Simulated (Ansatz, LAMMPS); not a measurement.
**Site preference of a vacancy of Si in amorphous Si (114 atoms)**

Aim: make a vacancy of Si at several sites of amorphous Si (114 atoms), relax each, and compare their energies.

Main program and level: Ansatz 0.2.0; Kohn-Sham DFT, LDA, PAW (set soft_2), plane waves.

## Step 1: Starting point

The cell holds 114 atoms: 114 Si. Cell: a = 13.280 Å, b = 13.280 Å, c = 13.280 Å, α = 90.0°, β = 90.0°, γ = 90.0°. 114 atoms (114 Si) placed at random at 2.27 g/cm³, melted at 3500 K for 10 ps at fixed volume with the Tersoff potential (Tersoff, Phys. Rev. B 39, 5566 (1989)). Quenched from 3500 K to 700 K at 10 K/ps and fixed volume, annealed at 1200 K for 20 ps, held 5 ps.

Limits known from the start: The quench rate of 10 K/ps far exceeds what a furnace or splat quench reaches, so expect more defects and frozen-in strain than in a real sample. The starting topology of bonds comes from the classical model, and needn't be the one that DFT or experiment would give. Sampling is at Γ alone, for a cell whose shortest periodic width is 13 Å.

## Step 2: Single point at the start

The forces at the start show how far the geometry lies from a minimum of this functional.

input.yaml reads:

```yaml
crystal:
  lattice:
    - [13.2801, 0.0, 0.0]
    - [0.0, 13.2801, 0.0]
    - [0.0, 0.0, 13.2801]
  atoms:
    - { symbol: Si, position: [0.27314, 0.15482, 0.66758] }
    - { symbol: Si, position: [0.56904, 0.65921, 0.10428] }
    - { symbol: Si, position: [0.26028, 0.45382, 0.68212] }
    - { symbol: Si, position: [0.52784, 0.07801, 0.69717] }
    - { symbol: Si, position: [0.3305, 0.4594, 0.25982] }
    - { symbol: Si, position: [0.34997, 0.17377, 0.99618] }
    - { symbol: Si, position: [0.98108, 0.07002, 0.06302] }
    - { symbol: Si, position: [0.5887, 0.97104, 0.40979] }
    - { symbol: Si, position: [0.93771, 0.57532, 0.21523] }
    - { symbol: Si, position: [0.89259, 0.84967, 0.86079] }
    - { symbol: Si, position: [0.39401, 0.85044, 0.00092] }
    - { symbol: Si, position: [0.47498, 0.95104, 0.12493] }
    - { symbol: Si, position: [0.46519, 0.38997, 0.15303] }
    - { symbol: Si, position: [0.47673, 0.00184, 0.54706] }
    - { symbol: Si, position: [0.81268, 0.45549, 0.70795] }
    - { symbol: Si, position: [0.11874, 0.96212, 0.12848] }
    - { symbol: Si, position: [0.0918, 0.62635, 0.97329] }
    - { symbol: Si, position: [0.1253, 0.05342, 0.65119] }
    - { symbol: Si, position: [0.74402, 0.24211, 0.46434] }
    - { symbol: Si, position: [0.61401, 0.33578, 0.55224] }
    - { symbol: Si, position: [0.19305, 0.26554, 0.96673] }
    - { symbol: Si, position: [0.47424, 0.22277, 0.2262] }
    - { symbol: Si, position: [0.87815, 0.67769, 0.34103] }
    - { symbol: Si, position: [0.9856, 0.71908, 0.78155] }
    - { symbol: Si, position: [0.6998, 0.10517, 0.35331] }
    - { symbol: Si, position: [0.85396, 0.0197, 0.32872] }
    - { symbol: Si, position: [0.73917, 0.21343, 0.79082] }
    - { symbol: Si, position: [0.03571, 0.23031, 0.04609] }
    - { symbol: Si, position: [0.4859, 0.63499, 0.77058] }
    - { symbol: Si, position: [0.09221, 0.99237, 0.48674] }
    - { symbol: Si, position: [0.71328, 0.46445, 0.48065] }
    - { symbol: Si, position: [0.45706, 0.42369, 0.97154] }
    - { symbol: Si, position: [0.1757, 0.43867, 0.18055] }
    - { symbol: Si, position: [0.9972, 0.9825, 0.90449] }
    - { symbol: Si, position: [0.72462, 0.38884, 0.16044] }
    - { symbol: Si, position: [0.7585, 0.87695, 0.11205] }
    - { symbol: Si, position: [0.40582, 0.84149, 0.56694] }
    - { symbol: Si, position: [0.77048, 0.38325, 0.99567] }
    - { symbol: Si, position: [0.99289, 0.1198, 0.41205] }
    - { symbol: Si, position: [0.38089, 0.49028, 0.4373] }
    - { symbol: Si, position: [0.33872, 0.54222, 0.96193] }
    - { symbol: Si, position: [0.09918, 0.55096, 0.29413] }
    - { symbol: Si, position: [0.16831, 0.91925, 0.95446] }
    - { symbol: Si, position: [0.98677, 0.85315, 0.50319] }
    - { symbol: Si, position: [0.63342, 0.78633, 0.20701] }
    - { symbol: Si, position: [0.63013, 0.8202, 0.89506] }
    - { symbol: Si, position: [0.18412, 0.69169, 0.57081] }
    - { symbol: Si, position: [0.23893, 0.53194, 0.53322] }
    - { symbol: Si, position: [0.33245, 0.00364, 0.93145] }
    - { symbol: Si, position: [0.9596, 0.42993, 0.50144] }
    - { symbol: Si, position: [0.93155, 0.32852, 0.94204] }
    - { symbol: Si, position: [0.49419, 0.24434, 0.9198] }
    - { symbol: Si, position: [0.88404, 0.40877, 0.22782] }
    - { symbol: Si, position: [0.00689, 0.10013, 0.77159] }
    - { symbol: Si, position: [0.04042, 0.31365, 0.19993] }
    - { symbol: Si, position: [0.2289, 0.32234, 0.36674] }
    - { symbol: Si, position: [0.38997, 0.22411, 0.38792] }
    - { symbol: Si, position: [0.39473, 0.67456, 0.06729] }
    - { symbol: Si, position: [0.69672, 0.11652, 0.06599] }
    - { symbol: Si, position: [0.06696, 0.81288, 0.20975] }
    - { symbol: Si, position: [0.13715, 0.76356, 0.87136] }
    - { symbol: Si, position: [0.5929, 0.50837, 0.20222] }
    - { symbol: Si, position: [0.98264, 0.69017, 0.09021] }
    - { symbol: Si, position: [0.62215, 0.95653, 0.02574] }
    - { symbol: Si, position: [0.91055, 0.60167, 0.50875] }
    - { symbol: Si, position: [0.12099, 0.44919, 0.4381] }
    - { symbol: Si, position: [0.85566, 0.06666, 0.65261] }
    - { symbol: Si, position: [0.02871, 0.47247, 0.88854] }
    - { symbol: Si, position: [0.50806, 0.87683, 0.27807] }
    - { symbol: Si, position: [0.00914, 0.70874, 0.60592] }
    - { symbol: Si, position: [0.40137, 0.74553, 0.34714] }
    - { symbol: Si, position: [0.46757, 0.79486, 0.8427] }
    - { symbol: Si, position: [0.65209, 0.21287, 0.21324] }
    - { symbol: Si, position: [0.44713, 0.34241, 0.50334] }
    - { symbol: Si, position: [0.31354, 0.58089, 0.79034] }
    - { symbol: Si, position: [0.69672, 0.0459, 0.7337] }
    - { symbol: Si, position: [0.73243, 0.52492, 0.91056] }
    - { symbol: Si, position: [0.94669, 0.34872, 0.6579] }
    [... 30 atom lines left out ...]
    - { symbol: Si, position: [0.27217, 0.80219, 0.45618] }
    - { symbol: Si, position: [0.12616, 0.19653, 0.30889] }
    - { symbol: Si, position: [0.57686, 0.49553, 0.83164] }
    - { symbol: Si, position: [0.24478, 0.72674, 0.73771] }
    - { symbol: Si, position: [0.24462, 0.97631, 0.39673] }
    - { symbol: Si, position: [0.32462, 0.64077, 0.22202] }
kpoints:
  mp_grid: { grid: [1, 1, 1] }
hamiltonian:
  xc: lda
scf:
  occupations: { method: fermi_dirac, width: 0.025 }
output:
  forces: true
```

Launch:

```console
ansatz run input.yaml --threads 4 --pin off --max-ram 8192MiB --backend cpu --events-out ev --progress --plain --runs-dir out
```

Numbers of over 12 decimals in the logs are rounded to 6 here.

Output:

```text
[...]
Pseudopotentials: kind: paw
Pseudopotential: Si, paw, valence charge 4, recommended cutoff 420 eV (normal), Si.paw.azcp
[... 3 lines on functional and potentials left out ...]
Crystal: 114 atoms, lattice volume = 2342.092 Å³
Basis set: ecut = 420 eV, 45817 PW (Γ)
Bands: 342, of which v1, the nominal top of the filled ones, is band 228 counted from 1 (227 counted from 0)
Symmetry: 1 space group operations
Space group: P1 (ITA 1), of the structure as read, at distance tolerance 1.3e-4 Å
k-points: 1
[... 4 lines on functional and potentials left out ...]
Initial density: superposition of atomic densities (neutral atoms: chi_scale 0, normalization atom), corrected by the library's trained network
Initial wavefunctions: pseudopotential atomic-orbital guess
[...]
SCF iter   1: F=—  HF=-69353.720297 eV  |F-HF|=—  |Δ(HF+E_count)|=         —  Δρ=5.24e-3  dr2=1.81e0  ethr=1.77e-3  ⟨swp⟩=6.0  Hψ=1591  notcnv=0  defer=59
preconditioner: auto → Resta (q_TF=auto, 2.077 Å⁻¹)  ε∞=5.8  [insulator: Δε(μ)=0.165 eV  Ē_g=7.503 eV  σ=0.025 eV  W_gap=0.93  n_scr=364 (ndim 8)  ℏωp=16.4 eV  f_vac=0.001  D(μ)=6.20/eV (n_scr^D=18)  ε∞_Penn≈5.8]
SCF iter   2: F=—  HF=-69353.486736 eV  |F-HF|=—  |Δ(HF+E_count)|=   2.34e-1  Δρ=2.68e-3  dr2=2.61e-1  ethr=3.96e-4  ⟨swp⟩=1.0  Hψ=394  notcnv=0  defer=85
SCF iter   3: F=—  HF=-69353.434483 eV  |F-HF|=—  |Δ(HF+E_count)|=   5.23e-2  Δρ=5.75e-4  dr2=8.29e-3  ethr=5.72e-5  ⟨swp⟩=4.0  Hψ=498  notcnv=0  defer=18
automatic band count: iteration 3 solves 264 bands in place of 342: the levels show a gap, and the empty bands left out lie too high to hold charge; the band table lists the bands solved (type scf.n_extra_bands for more)
SCF iter   4: F=—  HF=-69353.433174 eV  |F-HF|=—  |Δ(HF+E_count)|=   1.31e-3  Δρ=1.11e-4  dr2=6.98e-4  ethr=1.82e-6  ⟨swp⟩=3.0  Hψ=498  notcnv=0  defer=18
SCF iter   5: F=—  HF=-69353.433131 eV  |F-HF|=—  |Δ(HF+E_count)|=   4.31e-5  Δρ=3.32e-5  dr2=8.73e-5  ethr=1.53e-7  ⟨swp⟩=3.0  Hψ=452  notcnv=0  defer=18
SCF iter   6: F=—  HF=-69353.432882 eV  |F-HF|=—  |Δ(HF+E_count)|=   2.50e-4  Δρ=1.13e-5  dr2=1.50e-5  ethr=1.91e-8  ⟨swp⟩=3.0  Hψ=504  notcnv=0  defer=18
SCF iter   7: F=—  HF=-69353.432882 eV  |F-HF|=—  |Δ(HF+E_count)|=   1.08e-7  Δρ=3.66e-6  dr2=2.01e-6  ethr=3.28e-9  ⟨swp⟩=3.0  Hψ=417  notcnv=0  defer=18
SCF iter   8: F=—  HF=-69353.432882 eV  |F-HF|=—  |Δ(HF+E_count)|=   4.22e-8  Δρ=1.12e-6  dr2=1.58e-7  ethr=4.41e-10  ⟨swp⟩=2.0  Hψ=278  notcnv=0  defer=18
SCF iter   9: F=-69353.432882 eV  HF=-69353.432882 eV  |F-HF|=6.96e-9  |Δ(HF+E_count)|=  4.95e-10  Δρ=3.57e-7  dr2=1.28e-8  ethr=2.19e-11  ⟨swp⟩=4.0  Hψ=771  notcnv=0
SCF 1 converged in 9 iterations: F = -69353.432882 eV  dr2 = 1.28e-8
[...]
SCF converged after 9 iterations
Free energy (F): -69353.432882 eV
Harris-Foulkes:  -69353.432882 eV  (|F-HF|=6.96e-9)
Internal energy: -69353.380002 eV  (E = F + TS)
E sigma→0 (E₀):  -69353.406442 eV
Entropy (-TS):   -0.052880 eV (-0.464 meV/atom)
Fermi energy:    5.923928 eV
--- Per-component energies (eV) ---
[...]
Σ components = -69353.432882   (vs F -69353.432882, Δ=0.00e0)
--- Forces (eV/Å), atoms counted from 1 ---
  atom   1  Si    -0.58364200    -1.45539730     0.33565256
  atom   2  Si     0.25625168    -0.47417227     0.18522771
  atom   3  Si     0.28365045    -0.49752382     0.73646997
  atom   4  Si     0.09522084     0.24670707     0.00060466
[...]
atom 114  Si    -0.26933983     0.19568789     0.65380183
  max |Σ_I F_I| component: 8.18e-5 eV/Å
```

Run time: 11 s. Hardware: 4 threads of Intel Xeon Platinum 8559C (Emerald Rapids), shared host; peak memory 2.3 GiB.

The r.m.s. force at the start is 0.59 eV/Å.

## Step 3: Relaxation

With the cell held, the atoms are moved downhill towards a nearby minimum.

input.yaml reads:

```yaml
crystal:
  lattice:
    - [13.2801, 0.0, 0.0]
    - [0.0, 13.2801, 0.0]
    - [0.0, 0.0, 13.2801]
  atoms:
    [... the 114 atom lines of step 2 ...]
kpoints:
  mp_grid: { grid: [1, 1, 1] }
hamiltonian:
  xc: lda
scf:
  occupations: { method: fermi_dirac, width: 0.025 }
output:
  forces: true
relax:
  f_tol: 0.05
  max_steps: 120
```

Output:

```text
[...]
Crystal: 114 atoms, lattice volume = 2342.092 Å³
Basis set: ecut = 420 eV, 45817 PW (Γ)
Bands: 342, of which v1, the nominal top of the filled ones, is band 228 counted from 1 (227 counted from 0)
Symmetry: 1 space group operations
[...]
k-points: 1
[...]
SCF iter   1: F=—  HF=-69353.720297 eV  |F-HF|=—  |Δ(HF+E_count)|=         —  Δρ=5.24e-3  dr2=1.81e0  ethr=1.77e-3  ⟨swp⟩=6.0  Hψ=1591  notcnv=0  defer=59
[...]
SCF iter   5: F=—  HF=-69353.432881 eV  |F-HF|=—  |Δ(HF+E_count)|=   5.17e-5  Δρ=3.34e-5  dr2=8.27e-5  ethr=1.74e-7  ⟨swp⟩=3.0  Hψ=450  notcnv=0  defer=96
SCF iter   6: F=-69353.432872 eV  HF=-69353.432882 eV  |F-HF|=1.02e-5  |Δ(HF+E_count)|=   1.20e-6  Δρ=1.13e-5  dr2=1.49e-5  ethr=1.37e-8  ⟨swp⟩=3.0  Hψ=803  notcnv=0
SCF 1 converged in 6 iterations: F = -69353.432872 eV  dr2 = 1.49e-5
[...]
relax step   1: F+E_penalty+E_count = -69353.43287151 eV  Δ(F+E_penalty+E_count) = +0.000e0 eV  max|allowed force component| = 1.723e0 eV/Å  Δτ_max = 0.0000 Å  (6 SCF iters, dr2 threshold 6.25e-5 eV, accepted)
[...]
relax step   2: F+E_penalty+E_count = -69358.65335436 eV  Δ(F+E_penalty+E_count) = -5.220e0 eV  max|allowed force component| = 7.574e-1 eV/Å  Δτ_max = 0.1995 Å  (6 SCF iters, dr2 threshold 1.00e-4 eV, accepted)
[...]
relax step   3: F+E_penalty+E_count = -69360.14644897 eV  Δ(F+E_penalty+E_count) = -1.493e0 eV  max|allowed force component| = 3.347e-1 eV/Å  Δτ_max = 0.1977 Å  (6 SCF iters, dr2 threshold 3.59e-5 eV, accepted)
relax step   4: F+E_penalty+E_count = -69360.58307856 eV  Δ(F+E_penalty+E_count) = -4.366e-1 eV  max|allowed force component| = 2.110e-1 eV/Å  Δτ_max = 0.2000 Å  (6 SCF iters, dr2 threshold 2.17e-5 eV, accepted)
relax step   5: F+E_penalty+E_count = -69360.69421429 eV  Δ(F+E_penalty+E_count) = -1.111e-1 eV  max|allowed force component| = 1.542e-1 eV/Å  Δτ_max = 0.1940 Å  (6 SCF iters, dr2 threshold 8.69e-6 eV, accepted)
relax step   6: F+E_penalty+E_count = -69360.59442204 eV  Δ(F+E_penalty+E_count) = +9.979e-2 eV  max|allowed force component| = 3.321e-1 eV/Å  Δτ_max = 0.2000 Å  (6 SCF iters, dr2 threshold 9.45e-6 eV, rejected (line search))
relax step   7: F+E_penalty+E_count = -69360.73944047 eV  Δ(F+E_penalty+E_count) = -4.523e-2 eV  max|allowed force component| = 6.243e-2 eV/Å  Δτ_max = 0.0698 Å  (7 SCF iters, accepted)
[...]
relax step   8: F+E_penalty+E_count = -69360.74289924 eV  Δ(F+E_penalty+E_count) = -3.459e-3 eV  max|allowed force component| = 3.070e-2 eV/Å  Δτ_max = 0.0194 Å  (6 SCF iters, accepted)
SCF converged after 6 iterations
Free energy (F): -69360.742899 eV
[...]
Internal energy: -69360.738409 eV  (E = F + TS)
E sigma→0 (E₀):  -69360.740654 eV
Entropy (-TS):   -0.004491 eV (-0.039 meV/atom)
Fermi energy:    5.906817 eV
[...]
Σ components = -69360.742899   (vs F -69360.742899, Δ=0.00e0)
--- Forces (eV/Å), atoms counted from 1 ---
  atom   1  Si    -0.00129337    -0.00490703    -0.00792910
  atom   2  Si     0.00133345    -0.00373757    -0.00563821
  atom   3  Si    -0.00096583    -0.00093991     0.00255172
  atom   4  Si     0.00102978     0.00262669    -0.00166903
[...]
atom 114  Si    -0.00095753     0.00102630     0.00694021
  max |Σ_I F_I| component: 1.57e-4 eV/Å
--- Relaxed structure (8 steps of the walk, 7 accepted, 0 SCFs on fresh bases) ---
  F+E_penalty+E_count = -69360.74289924 eV   max|allowed force component| = 3.070e-2 eV/Å
  atoms:
    - { symbol: Si, position: [0.271275, 0.141384, 0.660905] }
    - { symbol: Si, position: [0.579848, 0.661212, 0.105243] }
    - { symbol: Si, position: [0.253010, 0.444653, 0.693483] }
    - { symbol: Si, position: [0.523076, 0.074259, 0.699046] }
[...]
- { symbol: Si, position: [0.330511, 0.663332, 0.224582] }
```

Elapsed: 74 s, on 4 threads; peak memory 2.3 GiB; 4.5 min of CPU time.

The relaxation converged after 8 steps, 7.31 eV below its start, with a largest force component of 0.031 eV/Å.

## Step 4: Single point at the relaxed geometry

The electronic structure is read at the final geometry, in a run of its own.

input.yaml reads:

```yaml
crystal:
  lattice:
    - [13.2801, 0.0, 0.0]
    - [0.0, 13.2801, 0.0]
    - [0.0, 0.0, 13.2801]
  atoms:
    - { symbol: Si, position: [0.27128, 0.14138, 0.66091] }
    - { symbol: Si, position: [0.57985, 0.66121, 0.10524] }
    - { symbol: Si, position: [0.25301, 0.44465, 0.69348] }
    - { symbol: Si, position: [0.52308, 0.07426, 0.69905] }
    - { symbol: Si, position: [0.3479, 0.4911, 0.26345] }
    - { symbol: Si, position: [0.32779, 0.15762, 0.00257] }
    [... 102 atom lines left out ...]
    - { symbol: Si, position: [0.27857, 0.80875, 0.44969] }
    - { symbol: Si, position: [0.10878, 0.18333, 0.29923] }
    - { symbol: Si, position: [0.58992, 0.48523, 0.83068] }
    - { symbol: Si, position: [0.24679, 0.7236, 0.7426] }
    - { symbol: Si, position: [0.23731, 0.97689, 0.40317] }
    - { symbol: Si, position: [0.33051, 0.66333, 0.22458] }
kpoints:
  mp_grid: { grid: [1, 1, 1] }
hamiltonian:
  xc: lda
scf:
  occupations: { method: fermi_dirac, width: 0.025 }
output:
  forces: true
  stress: true
  populations: true
  dos:
    method: { smearing: { sigma: 0.15 } }
    de: 0.1
    projected: { site_lists: { Si: [Si] } }
  eigenvalues: true
  write_density: true
  write_potential: true
  volumetric_format: npy
```

Output:

```text
[...]
Crystal: 114 atoms, lattice volume = 2342.092 Å³
Basis set: ecut = 420 eV, 45817 PW (Γ)
Bands: 342, of which v1, the nominal top of the filled ones, is band 228 counted from 1 (227 counted from 0)
Symmetry: 1 space group operations
[...]
k-points: 1
[...]
SCF iter   1: F=—  HF=-69361.007209 eV  |F-HF|=—  |Δ(HF+E_count)|=         —  Δρ=4.95e-3  dr2=1.46e0  ethr=1.77e-3  ⟨swp⟩=6.0  Hψ=1585  notcnv=0  defer=60
[...]
SCF iter   8: F=-69360.742896 eV  HF=-69360.742896 eV  |F-HF|=8.96e-9  |Δ(HF+E_count)|=   2.92e-8  Δρ=6.07e-7  dr2=2.57e-8  ethr=2.19e-11  ⟨swp⟩=19.0  Hψ=3000  notcnv=0
SCF 1 converged in 8 iterations: F = -69360.742896 eV  dr2 = 2.57e-8
[...]
SCF converged after 8 iterations
Free energy (F): -69360.742896 eV
[...]
Internal energy: -69360.738406 eV  (E = F + TS)
E sigma→0 (E₀):  -69360.740651 eV
Entropy (-TS):   -0.004490 eV (-0.039 meV/atom)
Fermi energy:    5.906836 eV
[...]
--- Forces (eV/Å), atoms counted from 1 ---
  atom   1  Si    -0.00162042    -0.00428082    -0.00838366
  atom   2  Si     0.00126608    -0.00381174    -0.00557354
  atom   3  Si    -0.00063487     0.00040537     0.00295290
  atom   4  Si     0.00028539     0.00234000    -0.00259205
  atom   5  Si     0.00073672     0.00344038    -0.00328607
  atom   6  Si     0.00658610    -0.00472462     0.01084540
  atom   7  Si     0.00351300    -0.00831387     0.00280763
  atom   8  Si    -0.00051379     0.00158371    -0.00135475
  atom   9  Si    -0.00211807    -0.00180028     0.00369754
  atom  10  Si    -0.00104004     0.00000313    -0.00330206
  atom  11  Si     0.00090635    -0.00320895     0.00194836
  atom  12  Si     0.00263720    -0.00035170    -0.00193560
  atom  13  Si     0.00051864    -0.00882407    -0.00194461
  atom  14  Si     0.00512760     0.00266329    -0.00364381
[...]
atom 113  Si    -0.00202790    -0.00138163     0.00079593
  atom 114  Si    -0.00091934     0.00078093     0.00750117
  max |Σ_I F_I| component: 1.42e-4 eV/Å
--- Stress (GPa, compression-positive) ---
       -1.299476       0.197256       0.700749
        0.197256      -4.767275       0.032877
        0.700749       0.032877      -1.661519
  P = ⅓ Tr σ = -2.5761 GPa (-25.761 kbar)
--- Band table (eV) ---
[...]
--- Löwdin populations: 114 sites ---
  site symbol       q [e]
     0     Si      3.9737
     1     Si      3.9602
     2     Si      3.9651
[...]
113     Si      3.9828
  spilling = 0.011062 (of n_electrons = 456.000000)
```

The job ended after 22 s (4 threads; peak memory 2.3 GiB; 79 s of CPU time).

The run gave:

```yaml
free_energy: -69360.7429 eV
free_energy_per_atom: -608.4276 eV/atom
scf_cycles: 8
pressure: -2.576 GPa
r_m_s_force_component: 0.00597 eV/Å
longest_force: 0.04006 eV/Å
fermi_energy: 5.907 eV
spacing_of_highest_filled_and_lowest_empty_level: 0.2522 eV
spilling_of_the_projection: 0.01106
```

[end of part 1 of 3]

[Logs are printed without paths, hosts, clocks, repeated set-up lines and the standing remarks that a program may print on its own settings, such as how far it seeks lower states.]

[Hosts, paths, dates, database ids (printed as entryN), source tags and the programs' standing remarks are cut or masked in the printed files.]
